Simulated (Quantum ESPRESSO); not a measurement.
# Collinear magnetic orders of MnGePd with Quantum ESPRESSO

Does MnGePd prefer parallel or opposed moments?

Method: PBEsol; plane waves with GBRV 1.5 PBEsol potentials, no spin-orbit coupling, in Quantum ESPRESSO 7.5.

## Step 1: The structure

Symmetry: P-62m, No. 189, hexagonal system. The conventional cell has a = 6.639 Å, b = 6.639 Å, c = 3.577 Å, α = 90.00°, β = 90.00°, γ = 120.00°. Nearest to Mn lie 5 Ge at 2.69 to 2.71 Å and 6 Pd at 2.84 to 2.97 Å. Nearest to Ge lie 3 Pd at 2.50 Å and 6 Mn at 2.69 Å. Nearest to Ge lie 6 Pd at 2.48 Å and 3 Mn at 2.71 Å. Nearest to Pd lie 4 Ge at 2.48 to 2.50 Å and 6 Mn at 2.84 to 2.97 Å and 2 Pd at 2.98 Å. Farther neighbours are not listed.

The cell comes from the Crystallography Open Database.

## Step 2: Start 1: ferro +++

The signs are those of the starting moments on the seeded atoms, the atoms that are given a moment.

The input, pw.in:

```
&CONTROL
  calculation = 'scf'
  prefix = 'pwscf'
  outdir = './tmp'
  pseudo_dir = './pseudo'
  disk_io = 'nowf'
/
&SYSTEM
  ibrav = 0
  celldm(1) = 8
  nat = 9
  ntyp = 3
  ecutwfc = 40
  ecutrho = 280
  nbnd = 88
  occupations = 'smearing'
  smearing = 'fd'
  degauss = 0.00734986
  nspin = 2
  starting_magnetization(1) = 0.2333
  starting_magnetization(2) = 0
  starting_magnetization(3) = 0
/
&ELECTRONS
  conv_thr = 1.8d-08
  electron_maxstep = 150
  mixing_beta = 0.3
/
ATOMIC_SPECIES
Mn     54.9380 mn_pbesol_v1.5.uspp.F.UPF
Ge     72.6300 ge_pbesol_v1.4.uspp.F.UPF
Pd    106.4200 pd_pbesol_v1.4.uspp.F.UPF
CELL_PARAMETERS alat
   1.5682364676738    0.0000000000000    0.0000000000000
  -0.7841182338369    1.3581326201408    0.0000000000000
   0.0000000000000    0.0000000000000    0.8449437934733
ATOMIC_POSITIONS crystal
Mn      0.5914500000    0.0000000000    0.5000000000
Mn      0.4085500000    0.4085500000    0.5000000000
Mn      0.0000000000    0.5914500000    0.5000000000
Ge      0.3333333333    0.6666666667    0.0000000000
Ge      0.6666666667    0.3333333333    0.0000000000
Ge      0.0000000000    0.0000000000    0.5000000000
Pd      0.2589500000    0.0000000000    0.0000000000
Pd      0.7410500000    0.7410500000    0.0000000000
Pd      0.0000000000    0.2589500000    0.0000000000
K_POINTS automatic
8 8 8 0 0 0
```

Started as:

```sh
$ OMP_NUM_THREADS=1 mpirun -n 4 pw.x -nk 4 -in pw.in > pw.out
```

The program printed:

```text
Program PWSCF v.7.5 starts

     Message from routine setup:
     using ibrav=0 with symmetry is DISCOURAGED, use correct ibrav instead

     K-points division:     npool     =       4
     Subspace diagonalization in iterative solution of the eigenvalue problem:

     G-vector sticks info
     --------------------
     sticks:   dense  smooth     PW     G-vecs:    dense   smooth      PW
     Sum        3049    1735    511                72757    31509    5097

     Using Slab Decomposition

     bravais-lattice index     =            0
     lattice parameter (alat)  =       8.0000  a.u.
     unit-cell volume          =     921.4070 (a.u.)^3
     number of atoms/cell      =            9
     number of atomic types    =            3
     number of electrons       =       135.00
     number of Kohn-Sham states=           88
     kinetic-energy cutoff     =      40.0000  Ry
     charge density cutoff     =     280.0000  Ry
     scf convergence threshold =      1.8E-08
     mixing beta               =       0.3000
     number of iterations used =            8  plain     mixing
     Exchange-correlation= SLA  PW   PSX  PSC
                           (   1   4  10   8   0   0   0)

     celldm(1)=   8.000000  celldm(2)=   0.000000  celldm(3)=   0.000000
     celldm(4)=   0.000000  celldm(5)=   0.000000  celldm(6)=   0.000000

     crystal axes: (cart. coord. in units of alat)
               a(1) = (   1.568236   0.000000   0.000000 )
               a(2) = (  -0.784118   1.358133   0.000000 )
               a(3) = (   0.000000   0.000000   0.844944 )

     reciprocal axes: (cart. coord. in units 2 pi/alat)
               b(1) = (  0.637659  0.368153 -0.000000 )
               b(2) = (  0.000000  0.736305  0.000000 )
               b(3) = (  0.000000 -0.000000  1.183511 )

     PseudoPot. # 1 for Mn read from file:
     mn_pbesol_v1.5.uspp.F.UPF
     Pseudo is Ultrasoft + core correction, Zval = 15.0
     Generated by new atomic code, or converted to UPF format
     Using radial grid of  859 points,  6 beta functions with:
                l(1) =   0
                l(2) =   0
                l(3) =   1
                l(4) =   1
                l(5) =   2
                l(6) =   2
     Q(r) pseudized with  8 coefficients,  rinner =    0.950   0.950   0.950
                                                       0.950   0.950

     PseudoPot. # 2 for Ge read from file:
     ge_pbesol_v1.4.uspp.F.UPF
     Pseudo is Ultrasoft + core correction, Zval = 14.0
     Generated by new atomic code, or converted to UPF format
     Using radial grid of  873 points,  6 beta functions with:
                l(1) =   0
                l(2) =   0
                l(3) =   1
                l(4) =   1
                l(5) =   2
                l(6) =   2
     Q(r) pseudized with  8 coefficients,  rinner =    1.400   1.400   1.400
                                                       1.400   1.400

     PseudoPot. # 3 for Pd read from file:
     pd_pbesol_v1.4.uspp.F.UPF
     Pseudo is Ultrasoft + core correction, Zval = 16.0
     Generated by new atomic code, or converted to UPF format
     Using radial grid of  887 points,  6 beta functions with:
                l(1) =   0
                l(2) =   0
                l(3) =   1
                l(4) =   1
                l(5) =   2
                l(6) =   2
     Q(r) pseudized with  8 coefficients,  rinner =    1.130   1.130   1.130
                                                       1.130   1.130

     atomic species   valence    mass     pseudopotential
     Mn               15.00    54.93800     Mn( 1.00)
     Ge               14.00    72.63000     Ge( 1.00)
     Pd               16.00   106.42000     Pd( 1.00)

     Starting magnetic structure
     atomic species   magnetization
     Mn              0.233
     Ge              0.000
     Pd              0.000

     12 Sym. Ops. (no inversion) found

   Cartesian axes

     site n.     atom                  positions (alat units)
         1        Mn     tau(   1) = (   0.9275335   0.0000000   0.4224719  )
         2        Mn     tau(   2) = (   0.3203515   0.5548651   0.4224719  )
         3        Mn     tau(   3) = (  -0.4637667   0.8032675   0.4224719  )
         4        Ge     tau(   4) = (  -0.0000000   0.9054217   0.0000000  )
         5        Ge     tau(   5) = (   0.7841182   0.4527109   0.0000000  )
         6        Ge     tau(   6) = (   0.0000000   0.0000000   0.4224719  )
         7        Pd     tau(   7) = (   0.4060948   0.0000000   0.0000000  )
         8        Pd     tau(   8) = (   0.5810708   1.0064442   0.0000000  )
         9        Pd     tau(   9) = (  -0.2030474   0.3516884   0.0000000  )

     number of k points=    50  Fermi-Dirac smearing, width (Ry)=  0.0073
                       cart. coord. in units 2pi/alat
        k(    1) = (   0.0000000   0.0000000   0.0000000), wk =   0.0019531
        k(    2) = (   0.0000000   0.0000000   0.1479388), wk =   0.0039062
        k(    3) = (   0.0000000   0.0000000   0.2958777), wk =   0.0039062
        k(    4) = (   0.0000000   0.0000000   0.4438165), wk =   0.0039062
        k(    5) = (   0.0000000   0.0000000  -0.5917553), wk =   0.0019531
        [... 45 further k-points ...]

     Dense  grid:    72757 G-vectors     FFT dimensions: (  72,  72,  40)

     Smooth grid:    31509 G-vectors     FFT dimensions: (  54,  54,  27)

     Check: negative core charge=   -0.000025
     Generating pointlists ...
     new r_m :   0.2622 (alat units)  2.0975 (a.u.) for type    1
     new r_m :   0.2417 (alat units)  1.9338 (a.u.) for type    2
     new r_m :   0.2417 (alat units)  1.9338 (a.u.) for type    3

     Initial potential from superposition of free atoms

     starting charge     131.9973, renormalised to     135.0000

     negative rho (up, down):  1.140E-01 1.141E-01
     Starting wfcs are  102 randomized atomic wfcs

     Self-consistent Calculation

     iteration #  1     ecut=    40.00 Ry     beta= 0.30
     Davidson diagonalization with overlap
     ethr =  1.00E-02,  avg # of iterations =  2.7

     negative rho (up, down):  1.129E-01 1.129E-01

     total energy              =   -1865.30658671 Ry
     estimated scf accuracy    <      12.13130056 Ry

     total magnetization       =     8.97 Bohr mag/cell
     absolute magnetization    =     9.42 Bohr mag/cell

     iteration #  2     ecut=    40.00 Ry     beta= 0.30
     Davidson diagonalization with overlap
     ethr =  8.99E-03,  avg # of iterations =  2.0

     negative rho (up, down):  1.146E-01 1.146E-01

     total energy              =   -1867.15377557 Ry
     estimated scf accuracy    <      15.95128379 Ry

     total magnetization       =     7.35 Bohr mag/cell
     absolute magnetization    =     7.89 Bohr mag/cell

     iteration #  3     ecut=    40.00 Ry     beta= 0.30
     Davidson diagonalization with overlap
     ethr =  8.99E-03,  avg # of iterations =  2.0

     negative rho (up, down):  1.153E-01 1.154E-01

     total energy              =   -1868.80710203 Ry
     estimated scf accuracy    <       0.71554920 Ry

     total magnetization       =     9.41 Bohr mag/cell
     absolute magnetization    =    10.40 Bohr mag/cell

     [... further iterations left out ...]

     iteration # 10     ecut=    40.00 Ry     beta= 0.30
     Davidson diagonalization with overlap
     ethr =  1.09E-07,  avg # of iterations =  2.0

     negative rho (up, down):  1.175E-01 1.181E-01

     total energy              =   -1868.91244490 Ry
     estimated scf accuracy    <       0.00007085 Ry

     total magnetization       =     9.96 Bohr mag/cell
     absolute magnetization    =    11.56 Bohr mag/cell

     iteration # 11     ecut=    40.00 Ry     beta= 0.30
     Davidson diagonalization with overlap
     ethr =  5.25E-08,  avg # of iterations =  2.1

     negative rho (up, down):  1.175E-01 1.181E-01

     total energy              =   -1868.91245542 Ry
     estimated scf accuracy    <       0.00000188 Ry

     total magnetization       =     9.96 Bohr mag/cell
     absolute magnetization    =    11.58 Bohr mag/cell

     iteration # 12     ecut=    40.00 Ry     beta= 0.30
     Davidson diagonalization with overlap
     ethr =  1.39E-09,  avg # of iterations =  2.9

     negative rho (up, down):  1.175E-01 1.181E-01

     total energy              =   -1868.91245631 Ry
     estimated scf accuracy    <       0.00000015 Ry

     total magnetization       =     9.96 Bohr mag/cell
     absolute magnetization    =    11.59 Bohr mag/cell

     iteration # 13     ecut=    40.00 Ry     beta= 0.30
     Davidson diagonalization with overlap
     ethr =  1.11E-10,  avg # of iterations =  2.1

     negative rho (up, down):  1.175E-01 1.181E-01

     Magnetic moment per site  (integrated on atomic sphere of radius R)
     atom   1 (R=0.262)  charge= 13.4744  magn=  3.4359
     atom   2 (R=0.262)  charge= 13.4744  magn=  3.4359
     atom   3 (R=0.262)  charge= 13.4744  magn=  3.4359
     atom   4 (R=0.242)  charge= 11.9175  magn= -0.1235
     atom   5 (R=0.242)  charge= 11.9175  magn= -0.1235
     atom   6 (R=0.242)  charge= 11.9668  magn= -0.0697
     atom   7 (R=0.242)  charge= 13.7680  magn= -0.0127
     atom   8 (R=0.242)  charge= 13.7680  magn= -0.0127
     atom   9 (R=0.242)  charge= 13.7680  magn= -0.0127

     End of self-consistent calculation

     Number of k-points >= 100: set verbosity='high' to print the bands.

     the Fermi energy is    15.7091 ev

!    total energy              =   -1868.91245638 Ry
     estimated scf accuracy    <       0.00000001 Ry
     smearing contrib. (-TS)   =      -0.00999496 Ry
     internal energy E=F+TS    =   -1868.90246143 Ry

     The total energy is F=E-TS. E is the sum of the following terms:
     one-electron contribution =    -776.22556990 Ry
     hartree contribution      =     493.23924252 Ry
     xc contribution           =    -345.89238018 Ry
     ewald contribution        =   -1240.02375387 Ry

     total magnetization       =     9.96 Bohr mag/cell
     absolute magnetization    =    11.59 Bohr mag/cell

     convergence has been achieved in  13 iterations

=------------------------------------------------------------------------------=
   JOB DONE.
=------------------------------------------------------------------------------=
```

The job ended after 4 min (4 MPI ranks of Arm Neoverse V2, shared host; peak memory 1.2 GiB).

Spin moment in the atom's sphere by atom:

```csv
atom,spin moment in the atom's sphere (μB)
Mn1,3.44
Mn2,3.44
Mn3,3.44
Ge4,-0.12
Ge5,-0.12
Ge6,-0.07
Pd7,-0.01
Pd8,-0.01
Pd9,-0.01
```

Read from the output:

| Quantity | Value |
| --- | --- |
| smearing term TS | 0.1360 eV |
| magnetization | 9.964 μB |
| absolute magnetization | 11.59 μB |
| final state | ferromagnetic |

(Continued in part 2 of 2.)

[Logs and program files are shortened in this print: banners, set-up blocks, solver, clock and traceback lines can be left out without a mark of their own.]

[Logs are printed without paths, hosts, clocks, repeated set-up lines and the standing remarks that a program may print on its own settings, such as how far it seeks lower states.]

[Hosts, paths, dates, database ids (printed as entryN), source tags and the programs' standing remarks are cut or masked in the printed files.]

[Where a cell is said to come from a database of computed structures, the database is the Materials Project.]
